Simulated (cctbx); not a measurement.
**From intensities to atoms**

Cell a = 6.9650 Å, b = 4.5450 Å, c = 7.5080 Å, α = 90.00°, β = 90.00°, γ = 90.00°; space group Pnma (no. 62); content Eu4 Cu4 Fe4.

The data are simulated with cctbx, not measured: synchrotron X-rays, λ = 0.7749 Å, to d = 0.7 Å, 95 % of the full sphere, strongest reflection 5000 counts, noise from counting, a 2 % proportional error and a noise floor of 8 counts (s.d.); no absorption, and some extinction, which the refinements don't model.

Charge flipping in P1 on plain amplitudes to 0.7 Å, δ = 1.1 σ, 10 % of the reflections treated as weak, 200 cycles:

```text
cycle      R  skewness
    0  0.599     0.52
   16  0.262     6.14
   32  0.232     5.71
   48  0.226     5.53
   64  0.224     5.45
   80  0.231     5.45
   96  0.228     5.43
  112  0.216     5.27
  128  0.224     5.28
  144  0.218     5.31
  160  0.221     5.30
  176  0.222     5.31
  192  0.220     5.34
origin shift          correlation  skewness
 0.273  0.359  0.360      0.852      3.34
 0.082  0.400  0.356      0.830      4.81
 0.275  0.362  0.276      0.827      3.57
 0.084  0.367  0.277      0.796      2.54
taken: symmetry correlation 0.830, skewness 4.81
peak      x       y       z  mult  height/sigma
Q1    0.9978  0.2500  0.6947    4     17.1
Q2    0.1979  0.2500  0.1044    4      5.5
Q3    0.2012  0.7500  0.9011    4      5.5
Q4    0.9994  0.2500  0.9258    4      4.3
Q5    0.1749  0.2500  0.2747    4      3.0
Q6    0.1592  0.7500  0.7327    4      2.8
Q7    0.9930  0.0340  0.7401    8      2.7
Q8    0.0003  0.2500  0.4880    4      2.5
```

The origin is taken among those within 0.04 of the best correlation, by the skewness of the map.

Run time: 0.66 s on 1 thread of Arm Neoverse N1, with other jobs on the host, peak memory 0.07 GiB.

**Question.** Which peaks are atoms, and which elements?

Heights go roughly as Z and multiplicities must add up to the content. First model: Q1 = Eu1 (4 in the cell, height 17.1), Q2 = Cu1 (4 in the cell, height 5.5) and Q3 = Fe1 (4 in the cell, height 5.5). Against the true structure, Q1 is Eu, Q2 is Cu and Q3 is Fe; the other peaks are not atoms.

Least squares on F², isotropic:

```text
Rint 0.054, 404 unique reflections to 0.70 A
cycle     R1     wR2    GooF  max shift (A)
   1  0.2220  0.3348   8.948   0.17493
   2  0.0239  0.0379   1.013   0.00012
final R1 0.0239 wR2 0.0379 GooF 1.012  parameters 9  data/parameter 44.9
atom        x        y        z      Ueq    occ   su(xyz)  su(Uiso or U11)
Eu1    0.99699  0.25000  0.69650   0.0076  1.000  0.00011  0.0001
Cu1    0.20170  0.25000  0.10031   0.0080  1.000  0.00020  0.0003
Fe1    0.18661  0.75000  0.92007   0.0095  1.000  0.00023  0.0003
difference map: max 3.01 min -2.57 rms 0.66
Q1    0.0338  0.2500  0.7719    4    3.23  0.62 A from Eu1
Q2    0.0455  0.2500  0.5564    4    3.06  1.11 A from Eu1
Q3    0.1844  0.1551  0.0827    8    3.03  0.47 A from Cu1
Q4    0.1950  0.2500  0.2386    4    2.14  1.04 A from Cu1
Q5    0.1589  0.7500  0.6837    4    2.09  1.16 A from Cu1
```

Anisotropic refinement:

```text
Rint 0.054, 404 unique reflections to 0.70 A
cycle     R1     wR2    GooF  max shift (A)
   1  0.0239  0.0379   1.024   0.00233
   2  0.0212  0.0335   0.905   0.00000
final R1 0.0212 wR2 0.0335 GooF 0.905  parameters 18  data/parameter 22.4
atom        x        y        z      Ueq    occ   su(xyz)  su(Uiso or U11)
Eu1    0.99694  0.25000  0.69649   0.0076  1.000  0.00010  0.0001
Cu1    0.20201  0.25000  0.10021   0.0082  1.000  0.00019  0.0005
Fe1    0.18654  0.75000  0.92009   0.0092  1.000  0.00021  0.0006
difference map: max 2.89 min -2.61 rms 0.63
Q1    0.0449  0.2500  0.5560    4    3.08  1.11 A from Eu1
Q2    0.0372  0.2500  0.7742    4    2.71  0.65 A from Eu1
Q3    0.1788  0.1612  0.0705    8    2.19  0.49 A from Cu1
Q4    0.1608  0.7500  0.6867    4    2.18  1.16 A from Cu1
Q5    0.1794  0.5283  0.0736    8    1.95  1.29 A from Cu1
Q6    0.1726  0.0910  0.8588    8    1.93  1.62 A from Fe1
```

**Reading.** The refinement ends at R1 = 0.0212, wR2 = 0.0335, GooF = 0.91, with difference density between -2.61 and 2.89 e/Å³. Every site matches the true model in element, within 0.001 Å r.m.s., up to an allowed shift of origin.

True model:

| atom | mult. | x | y | z | Ueq (Å²) |
| --- | --- | --- | --- | --- | --- |
| Eu1 | 4 | 0.4970 | 3/4 | 0.1964 | 0.0079 |
| Cu1 | 4 | 0.2019 | 3/4 | 0.8996 | 0.0084 |
| Fe1 | 4 | 0.8133 | 3/4 | 0.9202 | 0.0093 |

The model was made for the exercise: a known structure type with other elements put in, its volume estimated, not relaxed; displacement parameters are assumed.

[Middle refinement cycles are left out of these outputs.]

[Logs are printed without paths, hosts, clocks, repeated set-up lines and the standing remarks that a program may print on its own settings, such as how far it seeks lower states.]
